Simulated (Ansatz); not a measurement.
# V_O (site 2) in La2O3 (P-3m1): charge-transition levels and formation energies

Charge states of V_O (site 2) in La2O3 (P-3m1), set against the band edges. Model: a cell of 40 host atoms with 1 O taken out.

Program: Ansatz 0.2.0. Level of theory: place-levels on LDA runs: charge-transition levels and formation energies with image-charge correction and potential alignment at the atomic sites. Results are calculated unless marked as measured.

## 1. The structure

The cell holds 39 atoms: 16 La and 23 O. Its edges and angles: a = 7.765 Å, b = 7.765 Å, c = 11.903 Å, α = 90.0°, β = 90.0°, γ = 120.0°. It derives from La2O3 (space group P-3m1). Nearest the centre at fractional (0.333, 0.667, 0.677): La7 at 2.33 Å, La36 at 2.33 Å, La17 at 2.33 Å, La16 at 2.40 Å, O9 at 2.84 Å, O38 at 2.84 Å, O18 at 2.84 Å, O39 at 3.07 Å.

Known beforehand: the electronic dielectric constant, (4.92, 4.92, 4.88), and the static one, (24.05, 24.05, 24.97), computed on the host (DFPT, LDA).

The cell's shortest repeat is 7.8 Å.

## 2. The runs of each charge state

Levels follow from differences of total energies between charge states, each relaxed by itself.

Each atom starts 0.03 Å or so off its site in a random direction: a symmetric start keeps its symmetry, and would miss off-centre moves and Jahn–Teller distortions. Forces are taken at one point at (¼, ¼, ¼). The cell holds 1 electron more than the neutral one, with a uniform background that keeps it neutral on the whole. The electron count is odd, so at least one spin is unpaired; this run locks the moment at 1 μB.

One state's input; the others differ in charge, spin, start and seed, and in occupations where the table says so.

qm1_M1.relax/input.yaml

```yaml
crystal:
  lattice:
    - [7.76539429, -6.0e-08, 0.0]
    - [-3.88269709, 6.72502875, 0.0]
    - [0.0, 0.0, 11.90313779]
  atoms:
    - { symbol: La, position: [0.33333333, 0.16666667, 0.37800699] }
    - { symbol: La, position: [0.16666667, 0.33333333, 0.12199301] }
    - { symbol: O, position: [0.33333333, 0.16666667, 0.17672768] }
    - { symbol: O, position: [0.16666667, 0.33333333, 0.32327232] }
    - { symbol: O, position: [0.0, 0.0, 0.0] }
    - { symbol: La, position: [0.33333333, 0.16666667, 0.87800699] }
    - { symbol: La, position: [0.16666667, 0.33333333, 0.62199301] }
    - { symbol: O, position: [0.33333333, 0.16666667, 0.67672768] }
    - { symbol: O, position: [0.16666667, 0.33333333, 0.82327232] }
    - { symbol: O, position: [0.0, 0.0, 0.5] }
    - { symbol: La, position: [0.33333333, 0.66666667, 0.37800699] }
    - { symbol: La, position: [0.16666667, 0.83333333, 0.12199301] }
    - { symbol: O, position: [0.33333333, 0.66666667, 0.17672768] }
    - { symbol: O, position: [0.16666667, 0.83333333, 0.32327232] }
    - { symbol: O, position: [0.0, 0.5, 0.0] }
    - { symbol: La, position: [0.33333333, 0.66666667, 0.87800699] }
    - { symbol: La, position: [0.16666667, 0.83333333, 0.62199301] }
    - { symbol: O, position: [0.16666667, 0.83333333, 0.82327232] }
    - { symbol: O, position: [0.0, 0.5, 0.5] }
    - { symbol: La, position: [0.83333333, 0.16666667, 0.37800699] }
    - { symbol: La, position: [0.66666667, 0.33333333, 0.12199301] }
    - { symbol: O, position: [0.83333333, 0.16666667, 0.17672768] }
    - { symbol: O, position: [0.66666667, 0.33333333, 0.32327232] }
    - { symbol: O, position: [0.5, 0.0, 0.0] }
    - { symbol: La, position: [0.83333333, 0.16666667, 0.87800699] }
    - { symbol: La, position: [0.66666667, 0.33333333, 0.62199301] }
    - { symbol: O, position: [0.83333333, 0.16666667, 0.67672768] }
    - { symbol: O, position: [0.66666667, 0.33333333, 0.82327232] }
    - { symbol: O, position: [0.5, 0.0, 0.5] }
    - { symbol: La, position: [0.83333333, 0.66666667, 0.37800699] }
    - { symbol: La, position: [0.66666667, 0.83333333, 0.12199301] }
    - { symbol: O, position: [0.83333333, 0.66666667, 0.17672768] }
    - { symbol: O, position: [0.66666667, 0.83333333, 0.32327232] }
    - { symbol: O, position: [0.5, 0.5, 0.0] }
    - { symbol: La, position: [0.83333333, 0.66666667, 0.87800699] }
    - { symbol: La, position: [0.66666667, 0.83333333, 0.62199301] }
    - { symbol: O, position: [0.83333333, 0.66666667, 0.67672768] }
    - { symbol: O, position: [0.66666667, 0.83333333, 0.82327232] }
    - { symbol: O, position: [0.5, 0.5, 0.5] }
  host:
    repeats: [2, 2, 2]
    atoms:
      - { symbol: La, position: [0.66666667, 0.33333333, 0.75601398] }
      - { symbol: La, position: [0.33333333, 0.66666667, 0.24398602] }
      - { symbol: O, position: [0.66666667, 0.33333333, 0.35345536] }
      - { symbol: O, position: [0.33333333, 0.66666667, 0.64654464] }
      - { symbol: O, position: [0.0, 0.0, 0.0] }
total_charge: -1
basis:
  ecutwfc: 420
  xc_grid: 2
hamiltonian:
  xc: lda
kpoints:
  mp_grid: { grid: [1, 1, 1], shift: [0.25, 0.25, 0.25] }
magnetization:
  spin_polarized: true
  initial_magnetization: 1
  spin_locking: { lock_magnetization: hard }
scf:
  occupations: { method: fixed }
  max_iter: 80
output:
  forces: true
  charged_corrections:
    epsilon: [4.92, 4.92, 4.88]
    static_epsilon: [24.05, 24.05, 24.97]
    defect_position: [0.333333, 0.666667, 0.677055]
relax:
  f_tol: 0.03
  max_steps: 80
  random_displacement: { amplitude: 0.03, seed: 9311 }
checkpoint:
  write: "../qm1_M1.relax.run"
  compress: false
  write_wavefunctions: true
  write_every: 100000
```

Started as:

```bash
> ansatz run input.yaml --threads 2 --pin off --max-ram 3768MiB --backend cpu --events-out ev --progress --plain --runs-dir out
```

The run of this state that the levels use, under LDA:

qm1_M1.point/input.yaml

```yaml
crystal:
  checkpoint: "../qm1_M1.relax.run"
  host: checkpoint
total_charge: -1
basis:
  ecutwfc: 420
  xc_grid: 2
hamiltonian:
  xc: lda
kpoints:
  mp_grid: { grid: [1, 1, 1], shift: [0.25, 0.25, 0.25] }
magnetization:
  spin_polarized: true
  initial_magnetization: 1
  spin_locking: { lock_magnetization: hard }
scf:
  occupations: { method: fixed }
  max_iter: 80
output:
  forces: true
  eigenvalues: true
  charged_corrections:
    epsilon: [4.92, 4.92, 4.88]
    static_epsilon: [24.05, 24.05, 24.97]
    defect_position: [0.333333, 0.666667, 0.677055]
  eigenstates: { localisation: true }
  populations: true
  efg: {}
  band_densities: [{ bands: [v1, v1] }, { bands: [c1, c1] }]
  write_density: true
  write_potential: true
  volumetric_format: npy
  elf: true
checkpoint:
  write: "../qm1_M1.point.run"
  compress: false
  write_wavefunctions: false
  write_every: 100000
```

Relaxations under LDA at one point at (¼, ¼, ¼); times on 2 threads of Arm Neoverse V1, shared host:

```csv
charge,moment (μB),occupations,outcome,steps,largest displacement against the far atoms (Å),time
−1,1,fixed,converged,10,0.08,6.4 min
0,0,fixed,converged,8,0.09,1.8 min
+1,1,fixed,converged,7,0.14,3.4 min
+2,0,fixed,converged,10,0.31,2 min
```

Single points under LDA at one point at (¼, ¼, ¼); times on 2 threads of Arm Neoverse V1, shared host:

| charge | moment (μB) | occupations | outcome | time |
| --- | --- | --- | --- | --- |
| −1 | 1 | fixed | converged | 1.7 min |
| 0 | 0 | fixed | converged | 29 s |
| +1 | 1 | fixed | converged | 71 s |
| +2 | 0 | fixed | converged | 27 s |

Distances (Å) from the ideal centre to the nearest atoms after relaxation with LDA:

```csv
charge,moment (μB),1.,2.,3.,4.,5.,6.
−1,1,La 2.31,La 2.31,La 2.35,La 2.44,O 2.84,O 2.84
0,0,La 2.36,La 2.36,La 2.40,La 2.49,O 2.75,O 2.77
+1,1,La 2.38,La 2.38,La 2.40,La 2.54,O 2.73,O 2.73
+2,0,La 2.43,La 2.43,La 2.43,O 2.63,O 2.63,O 2.66
```

## 3. Levels against the band edges, LDA

A charged cell interacts with its images and the background, and its potential has another zero than the host's. place-levels removes the first by a point-charge model, screened by the static dielectric constant since the ions have relaxed around the charge, and the second by comparing potentials at atoms far from the defect.

The host is a run of the defect-free crystal in the same cutoffs, grids and k-points, so that basis and sampling errors cancel in part in the differences. The host is run in a cell of 5 atoms on a matching mesh. Its band edges are searched through the zone by a band path, so the gap is smaller than, or equal to, that on the mesh. Chemical potentials are energies per atom of O (O2 molecule), run with the same functional and cutoff.

levels.point.yaml

```yaml
host:
  run: host.point.run
states: [qm1_M1.point.run, q0.point.run, qp1_M1.point.run, qp2.point.run]
geometry_from:
  qm1_M1.point.run: qm1_M1.relax.run
  q0.point.run: q0.relax.run
  qp1_M1.point.run: qp1_M1.relax.run
  qp2.point.run: qp2.relax.run
  host.point.run: host.relax.run
chemical_potentials:
  O:
    energy: -552.351713
    dataset: "<sha256 of the dataset>"
```

Started as:

```bash
> ansatz place-levels levels.point.yaml -- --threads 2 --pin off --max-ram 3768MiB
```

The program printed:

```text
[... repeated set-up lines and file paths are left out, and long positions are rounded to six places ...]
(+2/+1) 2.918 eV above the valence edge, 0.805 eV under the conduction edge
(+1/0) 3.438 eV above the valence edge, 0.285 eV under the conduction edge
(0/-1) 3.742 eV above the valence edge, in the conduction band
formation energy of charge +2: +0.956 eV with the Fermi level at the valence edge
formation energy of charge +1: +3.873 eV with the Fermi level at the valence edge
formation energy of charge 0: +7.312 eV with the Fermi level at the valence edge
formation energy of charge -1: +11.054 eV with the Fermi level at the valence edge
  edges by lda, gap 3.723 eV; the host is sampled to repeats of 13.45 Å
  the defect's cells are sampled to repeats of 13.45 Å, like sampling
  charge +2: -110091.2481 eV with its correction of -0.093 eV, at epsilon [24.05, 24.05, 24.97], aligned at sites: -0.2276 eV, mean over 28 atomic sites at or beyond 3.88 Å from the host's site at [0.3341, 0.6658, 0.6761] by the defect at [0.3333, 0.6667, [...]
  charge +1: -110078.2743 eV with its correction of -0.091 eV, at epsilon [24.05, 24.05, 24.97], aligned at sites: -0.1813 eV, mean over 28 atomic sites at or beyond 3.88 Å from the host's site at [0.3341, 0.6658, 0.6761] by the defect at [0.3333, 0.6667, [...]
  charge 0: +0.000 eV for its dipole among its images, +0.000 omitted
  charge -1: -110050.9817 eV with its correction of +0.193 eV, at epsilon [24.05, 24.05, 24.97], aligned at sites: -0.1022 eV, mean over 28 atomic sites at or beyond 3.88 Å from the host's site at [0.3341, 0.6658, 0.6761] by the defect at [0.3333, 0.6667, [...]
  of states[3] (qp2.point.run): how wide its charge is, is not read beside other atoms or cores, and a band state would take no correction. [...]
  of states[2] (qp1_M1.point.run): how wide its charge is, is not read beside other atoms or cores, and a band state would take no correction. [...]
  of states[1] (q0.point.run): its displacements don't fall off away from the defect: farther atoms stand 0.021 Å off the host's places. [...]
  of states[0] (qm1_M1.point.run): how wide its charge is, is not read beside other atoms or cores, and a band state would take no correction. [...]
```

It took 0.26 s on 2 threads of Arm Neoverse V1, shared host.

Levels between the charges placed, in eV above the valence top:

|  | gap (eV) | (+2/+1) | (+1/0) | (0/−1) |
| --- | --- | --- | --- | --- |
| LDA | 3.72 | 2.92 | 3.44 | 3.74 |

Corrections by state:

```csv
charge,moment (μB),image terms and alignment (eV),band filling (eV),ε used,"over the lowest of its charge, as the program ranks them, band filling apart (eV)"
+2,0.0,-0.093,-,"principal values (24.05, 24.05, 24.97)",0.000
+1,1.0,-0.091,-,"principal values (24.05, 24.05, 24.97)",0.000
0,0.0,0.000,-,-,0.000
−1,1.0,0.193,-,"principal values (24.05, 24.05, 24.97)",0.000
```

From the program's caveats on the states, each cut to its opening words:

- charge +2, +1 (1 μB), −1 (1 μB): how wide its charge is, is not read beside other atoms or cores, and a band state would take no correction
- charge +2: its alignment with the host at atomic sites is doubtful: the mean over the far sites moves by +0.1154 eV from their farther parts to their nearer, more than [...]
- charge +2: its displacements don't fall off away from the defect: farther atoms stand 0.077 Å off the host's places
- charge +1 (1 μB): its alignment with the host at atomic sites is doubtful: the mean over the far sites moves by +0.0536 eV from their farther parts to their nearer, more than [...]
- charge +1 (1 μB): its displacements don't fall off away from the defect: farther atoms stand 0.035 Å off the host's places
- charge 0: its displacements don't fall off away from the defect: farther atoms stand 0.021 Å off the host's places

The host's formation energy from the elements is -3.740 eV per atom; it sets how far the chemical potentials can move.

Limit set by the element alone; other compounds of these elements are not counted. Chemical potentials from the elements' reference states: La 0.00 eV, O -6.23 eV. Formation energies (La-rich), with the Fermi level at the valence top and at the conduction bottom (gap 3.72 eV):

```csv
charge,at valence top (eV),at conduction bottom (eV),correction included (eV)
+2,-5.28,2.17,-0.09
+1,-2.36,1.36,-0.09
0,1.08,1.08,0.00
−1,4.82,1.10,0.19
```

```json
{"Fermi level (eV)": "0.00", "lowest formation energy (eV)": "-5.28"}
{"Fermi level (eV)": "0.34", "lowest formation energy (eV)": "-4.60"}
{"Fermi level (eV)": "0.68", "lowest formation energy (eV)": "-3.93"}
{"Fermi level (eV)": "1.01", "lowest formation energy (eV)": "-3.25"}
{"Fermi level (eV)": "1.35", "lowest formation energy (eV)": "-2.57"}
{"Fermi level (eV)": "1.69", "lowest formation energy (eV)": "-1.90"}
{"Fermi level (eV)": "2.03", "lowest formation energy (eV)": "-1.21"}
{"Fermi level (eV)": "2.37", "lowest formation energy (eV)": "-0.54"}
{"Fermi level (eV)": "2.71", "lowest formation energy (eV)": "0.14"}
{"Fermi level (eV)": "3.05", "lowest formation energy (eV)": "0.69"}
{"Fermi level (eV)": "3.39", "lowest formation energy (eV)": "1.02"}
{"Fermi level (eV)": "3.72", "lowest formation energy (eV)": "1.08"}
```

Limit set by the element alone; other compounds of these elements are not counted. Chemical potentials from the elements' reference states: O 0.00 eV, La -9.35 eV. Formation energies (O-rich), with the Fermi level at the valence top and at the conduction bottom (gap 3.72 eV):

```csv
charge,at valence top (eV),at conduction bottom (eV),correction included (eV)
+2,0.96,8.40,-0.09
+1,3.87,7.60,-0.09
0,7.31,7.31,0.00
−1,11.05,7.33,0.19
```

Fermi level (eV), lowest formation energy (eV) and a bar from the least value:
```
     0.00       0.96 
     0.34       1.63 ###
     0.68       2.31 ######
     1.01       2.98 ##########
     1.35       3.66 #############
     1.69       4.34 ################
     2.03       5.02 ###################
     2.37       5.70 ######################
     2.71       6.37 ##########################
     3.05       6.92 ############################
     3.39       7.26 ##############################
     3.72       7.31 ##############################
```

## 4. What a wrong or other choice does

The levels are placed again with one choice changed, to see how much they rest on it.

levels.try0.yaml is levels.point.yaml with these lines changed:

```diff
+epsilon: 6.53
+static_epsilon: 32.39
```

Started as:

```bash
> ansatz place-levels levels.try0.yaml -- --threads 2 --pin off --max-ram 3768MiB
```

The program printed:

```text
(+2/+1) 2.962 eV above the valence edge, 0.761 eV under the conduction edge
(+1/0) 3.453 eV above the valence edge, 0.270 eV under the conduction edge
(0/-1) 3.727 eV above the valence edge, in the conduction band
formation energy of charge +2: +0.896 eV with the Fermi level at the valence edge
formation energy of charge +1: +3.859 eV with the Fermi level at the valence edge
formation energy of charge 0: +7.312 eV with the Fermi level at the valence edge
formation energy of charge -1: +11.039 eV with the Fermi level at the valence edge
  edges by lda, gap 3.723 eV; the host is sampled to repeats of 13.45 Å
[... the lines on each state left out ...]
```

The change: single dielectric constants in place of the tensors, a third over their means.

Levels in eV above the valence top; the changed ones are not the defect's:

```
           gap (eV)  (+2/+1)  (+1/0)  (0/−1)
  changed      3.72     2.96    3.45    3.73
as set up      3.72     2.92    3.44    3.74
```

The largest shift is 0.04 eV.

## 5. Results

```json
{
 "gap of the host": "3.72 eV (LDA)",
 "level (plus 2/plus 1)": "2.92 eV above the valence top",
 "level (plus 1/0)": "3.44 eV above the valence top",
 "level (0/minus 1)": "3.74 eV above the valence top, past the conduction bottom",
 "lowest of the charges placed, just above the valence top (0.02 eV)": "+2",
 "lowest of the charges placed, just below the conduction bottom (0.02 eV)": "0",
 "lowest formation energy at mid-gap of the charges run, La-rich": "-1.55 eV",
 "lowest formation energy at mid-gap of the charges run, O-rich": "4.68 eV"
}
```

Of the charges placed (−1, 0, +1 and +2), the lowest changes at 2.92 eV (+2/+1) and 3.44 eV (+1/0) above the valence top, in a gap of 3.72 eV. (0/−1) lies 0.02 eV from a band edge, less than the doubt on such levels. Charges above +2 were not placed, so these runs say nothing of levels that involve them. States placed: +2 at 0 μB; +1 at 1 μB; 0 at 0 μB; −1 at 1 μB. Other spin states or structures, where not listed, weren't placed. Charge 0 ran without spin polarisation alone, with filled and empty levels under 1 eV apart; a triplet, if lower, would move its levels. The program doubts the alignment of potentials for at least one state, a sign that the cell is small. Keep in mind: one k-point off the zone centre stands for the whole zone; the images are only 7.8 Å apart; LDA makes the gap too small and tends to spread out bound carriers; where a gas molecule sets a chemical potential or the host's formation energy, its binding is uncorrected; spin–orbit coupling, which can matter with heavy atoms, is left out.

[Logs are printed without paths, hosts, clocks, repeated set-up lines and the standing remarks that a program may print on its own settings, such as how far it seeks lower states.]

[Hosts, paths, dates, database ids (printed as entryN), source tags and the programs' standing remarks are cut or masked in the printed files.]

[Where a table of states has a column of steps, it counts the stored structures, which are thinned; the runs took as many ionic steps or more.]

[A defect's name tells the site on which it was built; relaxed atoms can leave that site.]

[For some hosts the program warned that the k-mesh of the response run may be too coarse for force constants and the static dielectric constant; such warnings are not shown here.]
